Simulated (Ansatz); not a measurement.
# ZnPb: relaxing a made-up structure, part 2 of 2

This structure for ZnPb is made up. Its elements were placed in a known structure type with a cell scaled to their sizes. What cell does the guess relax to, and how far off was it?

Ansatz 0.2.0; DFT, PBE, plane-wave PAW, files of the set soft_1, scalar-relativistic, no spin, cell and ions relaxed at zero pressure; PAW set soft_1 (the session's first sound run).

So far: Set-up; Relaxation of the guess. The relaxed cell has a = 3.531, c = 3.948 Å (conventional setting).

### Step 3. Bands of the relaxed cell

A second self-consistent run takes a narrower smearing and the mesh shown in its input; the bands follow along the standard path of the relaxed lattice.

This step: DFT, PBE, plane-wave PAW, files of the set soft_1, scalar-relativistic, no spin, bands and density of states at the relaxed cell; PAW set soft_1 (Ansatz 0.2.0).

input.yaml reads:

```yaml
crystal:
  lattice:
    - [3.5309847455, 0.0, 0.0]
    - [0.0, 3.5309847455, 0.0]
    - [0.0, 0.0, 3.9481328905]
  atoms:
    - { symbol: Pb, position: [0.5, 0.5, 0.5] }
    - { symbol: Zn, position: [0.0, 0.0, 0.0] }
kpoints:
  mp_grid: { grid: [10, 10, 8] }
  band_path:
    path:
      - [[0.0, 0.0, 0.0], [0.0, 0.5, 0.0], [0.5, 0.5, 0.0], [0.0, 0.0, 0.0], [0.0, 0.0, 0.5], [0.0, 0.5, 0.5], [0.5, 0.5, 0.5], [0.0, 0.0, 0.5]]
      - [[0.0, 0.5, 0.0], [0.0, 0.5, 0.5]]
      - [[0.5, 0.5, 0.0], [0.5, 0.5, 0.5]]
    npoints: 8
scf:
  occupations: { method: fermi_dirac, width: 0.03 }
  n_extra_bands: 6
hamiltonian:
  xc: pbe
  pseudopotentials: { kind: paw, azcp: { folder: soft_1 } }
output:
  forces: true
  stress: true
  write_bands: true
  dos: { projected: true }
  write_density: true
  write_potential: true
  elf: true
  volumetric_format: npy
```

On the command line:

```console
$ ansatz run input.yaml --threads 4 --pin off --max-ram 8192MiB --backend cpu --events-out ev --progress --plain --runs-dir out
```

Numbers of over 12 decimals in the logs are rounded to 6 here.

What it wrote:

```text
[...]
Crystal: 2 atoms, lattice volume = 49.225 Å³
Basis set: ecut = 420 eV, 969 PW (Γ), exchange–correlation on 48×48×54 points (8 copies of the dense FFT grid, shifted against one another)
Bands: 19, of which v1, the nominal top of the filled ones, is band 13 counted from 1 (12 counted from 0)
Symmetry: 16 space group operations
[...]
k-points: 105 of 800
[...]
SCF iter   1: F=—  HF=-15227.905813 eV  |F-HF|=—  |Δ(HF+E_count)|=         —  Δρ=4.44e-2  dr2=1.09e0  ethr=3.10e-3  ⟨swp⟩=6.4  Hψ=11337  notcnv=0
[...]
SCF iter   9: F=-15227.509405 eV  HF=-15227.509405 eV  |F-HF|=2.63e-9  |Δ(HF+E_count)|=   8.85e-9  Δρ=4.13e-6  dr2=7.77e-9  ethr=3.85e-10  ⟨swp⟩=14.7  Hψ=14254  notcnv=0
SCF 1 converged in 9 iterations: F = -15227.509405 eV  dr2 = 7.77e-9
[...]
NSCF: frozen V_eff on 75 k-points
SCF converged after 9 iterations
Free energy (F): -15227.509405 eV
[...]
Internal energy: -15227.506471 eV  (E = F + TS)
E sigma→0 (E₀):  -15227.507938 eV
Entropy (-TS):   -0.002934 eV (-1.467 meV/atom)
Fermi energy:    9.971763 eV
[...]
--- Stress (GPa, compression-positive) ---
        0.311961       0.000000       0.000000
        0.000000       0.311961       0.000000
        0.000000       0.000000      -1.120101
  P = ⅓ Tr σ = -0.1654 GPa (-1.654 kbar)
--- Band table (eV; the first three rows and the last of 105) ---
  k-point 0: bands = [... 9 lower, 2.9870, 3.0138, 9.6038, 9.8762, 12.0924, 12.0924, 15.7652, 16.6224, ... 2 higher]
  k-point 1: bands = [... 9 lower, 2.9781, 3.0130, 7.7093, 11.6413, 12.2833, 12.2833, 16.3094, 16.7246, ... 2 higher]
  k-point 2: bands = [... 9 lower, 2.9569, 3.0112, 5.8709, 12.8347, 12.8347, 13.0546, 17.0333, 17.9986, ... 2 higher]
  k-point 104: bands = [... 9 lower, 3.0927, 3.6713, 9.2276, 9.2276, 9.3091, 10.0521, 11.1123, 11.1123, ... 2 higher]
```

Elapsed: 1.8 s, on 4 threads of Intel Xeon Platinum 8488C (Sapphire Rapids), shared host; peak memory 0.46 GiB; 6.3 s of CPU time.

In the SCF lines HF is the Harris–Foulkes energy and dr2 the Hartree energy of the density residual, in eV; the loop may stop once dr2 is under the threshold and the program's other checks hold. Hψ counts applications of the Hamiltonian.

This step gave:

```
free energy             : -15227.5094 eV
energy at zero smearing : -15227.5079 eV
smearing term TS        : 0.002934 eV
Fermi energy            : 9.972 eV
pressure                : -0.1654 GPa
```

bands.tsv at the labelled points (eV, zero at the Fermi level; the bands that come nearest the Fermi level along the path):

```tsv
point	band 10	band 11	band 12	band 13	band 14	band 15	band 16	band 17
Γ	-6.98	-6.96	-0.37	-0.10	2.12	2.12	5.79	6.65
X	-7.05	-6.99	-5.56	2.87	3.55	3.96	4.60	4.96
M	-6.88	-6.12	-2.99	-2.99	-1.87	4.41	5.94	6.46
Γ	-6.98	-6.96	-0.37	-0.10	2.12	2.12	5.79	6.65
Z	-7.04	-6.96	-6.06	4.30	4.30	4.94	5.70	6.19
R	-6.92	-6.36	-3.52	-3.15	-2.59	5.89	7.53	8.25
A	-6.88	-6.30	-0.74	-0.74	-0.66	0.08	1.14	1.14
Z	-7.04	-6.96	-6.06	4.30	4.30	4.94	5.70	6.19
X	-7.05	-6.99	-5.56	2.87	3.55	3.96	4.60	4.96
R	-6.92	-6.36	-3.52	-3.15	-2.59	5.89	7.53	8.25
M	-6.88	-6.12	-2.99	-2.99	-1.87	4.41	5.94	6.46
A	-6.88	-6.30	-0.74	-0.74	-0.66	0.08	1.14	1.14
```

States per cell as run, both spins, in windows of 1 eV, from dos.tsv (zero at the Fermi level):

| from | to | total |
| --- | --- | --- |
| -8 | -7 | 6.58 |
| -7 | -6 | 3.62 |
| -6 | -5 | 0.17 |
| -5 | -4 | 0.61 |
| -4 | -3 | 0.88 |
| -3 | -2 | 0.56 |
| -2 | -1 | 0.89 |
| -1 | 0 | 0.89 |
| 0 | 1 | 0.96 |
| 1 | 2 | 0.97 |
| 2 | 3 | 1.06 |
| 3 | 4 | 1.09 |
| 4 | 5 | 1.09 |
| 5 | 6 | 1.11 |

Below -8 eV lie 11.8 more states.

ELF in the ac plane at fractional y = 0.000, with atoms of Zn within 0.2 Å of it. It is the smooth field of the valence electrons, not physical close to the nuclei.

Ten even steps from '_' (0.00) to '@' (0.25), each cell a mean:
```
____::**%%@@%%##%%%%##++..__
..::++##%%@@%%##%%@@%%##==::
++**##%%@@@@%%##%%@@@@%%##**
%%%%%%@@@@%%%%##%%@@@@@@%%%%
@@@@@@@@%%%%######%%@@@@@@@@
%%%%%%################%%%%%%
********############********
++********##########********
############################
@@@@@@@@%%%%######%%%%@@@@@@
%%%%@@@@@@%%####%%%%@@@@%%%%
####%%%%@@@@%%##%%@@@@%%####
..--++##%%@@%%##%%@@%%##++::
____::**%%@@%%##%%@@%%**::__
____..**%%@@%%##%%%%##++..__
```
Columns run along a (3.5 Å), rows up along c (3.9 Å). Atoms in or near the plane, at fractional coordinates: Zn at (0.00, 0.00).

Electrostatic potential energy in the ac plane at fractional y = 0.000, with atoms of Zn within 0.2 Å of it. With pseudopotentials it is smooth inside the atoms' cores, unlike the true potential.

Ten even steps from '0' (-54 eV) to '9' (13 eV), each cell a mean:
```
00269999998520
12479999999742
56799999999875
89999999999999
99999999999999
99999999999999
99999999999999
99999999999999
99999999999999
99999999999999
99999999999999
67899999999987
23589999999743
00369999998520
00258999998410
```
Columns run along a (3.5 Å; values clipped at the 3rd and 97th percentile), rows up along c (3.9 Å). Atoms in or near the plane, at fractional coordinates: Zn at (0.00, 0.00).

Valence density in the ac plane at fractional y = 0.000, with atoms of Zn within 0.2 Å of it. It is the smooth field of the valence electrons, not physical close to the nuclei.

Values in e/Å³, 15 rows by 14 columns, each cell a mean:
```
23 12  3  1  0  0  0  0  0  0  0  1  4 14
 5  3  1  0  0  0  0  0  0  0  0  1  1  4
 1  1  0  0  0  0  0  0  0  0  0  0  1  1
 0  0  0  0  0  0  0  0  0  0  0  0  0  0
 0  0  0  0  0  0  0  0  0  0  0  0  0  0
 0  0  0  0  0  0  0  0  0  0  0  0  0  0
 0  0  0  0  0  0  0  0  0  0  0  0  0  0
 0  0  0  0  0  0  0  0  0  0  0  0  0  0
 0  0  0  0  0  0  0  0  0  0  0  0  0  0
 0  0  0  0  0  0  0  0  0  0  0  0  0  0
 0  0  0  0  0  0  0  0  0  0  0  0  0  0
 1  0  0  0  0  0  0  0  0  0  0  0  0  1
 4  2  1  0  0  0  0  0  0  0  0  0  1  3
18  9  2  1  0  0  0  0  0  0  0  1  3 11
39 19  4  1  0  0  0  0  0  0  0  1  6 24
```
Columns run along a (3.5 Å), rows up along c (3.9 Å). Atoms in or near the plane, at fractional coordinates: Zn at (0.00, 0.00).

### Step 4. Outcome

- space group, relaxed: P4/mmm
- conventional cell: a = 3.531, b = 3.531, c = 3.948 Å; α = 90.0°, β = 90.0°, γ = 90.0°
- volume per atom: 24.61 Å³ (guess 26.25)

What this shows: ZnPb relaxes to P4/mmm with a = 3.531, b = 3.531 and c = 3.948 Å. The guessed volume was 7 % too large. The space group P4/mmm was held in the relaxation, so the end point is a stationary structure within it and may be a saddle against distortions or other arrangements. Bands cross the Fermi level, so it is a metal or semimetal at this level. On the 10×10×8 mesh with the narrower smearing (relaxed on 8×8×6) the forces vanish, as symmetry may demand, and the largest stress component is 1.120 GPa, against the relaxation's thresholds of 0.015 eV/Å and 0.05 GPa. The cutoff wasn't tested. A vector of the cell changed its length by 12 %, more than the volume shows. Spin-orbit coupling is left out, which can matter for elements this heavy. No dispersion term is used, so weakly bound directions may come out too long. Nothing here tests whether the compound is stable against decomposition.

[Logs are printed without paths, hosts, clocks, repeated set-up lines and the standing remarks that a program may print on its own settings, such as how far it seeks lower states.]

[Hosts, paths, dates, database ids (printed as entryN), source tags and the programs' standing remarks are cut or masked in the printed files.]
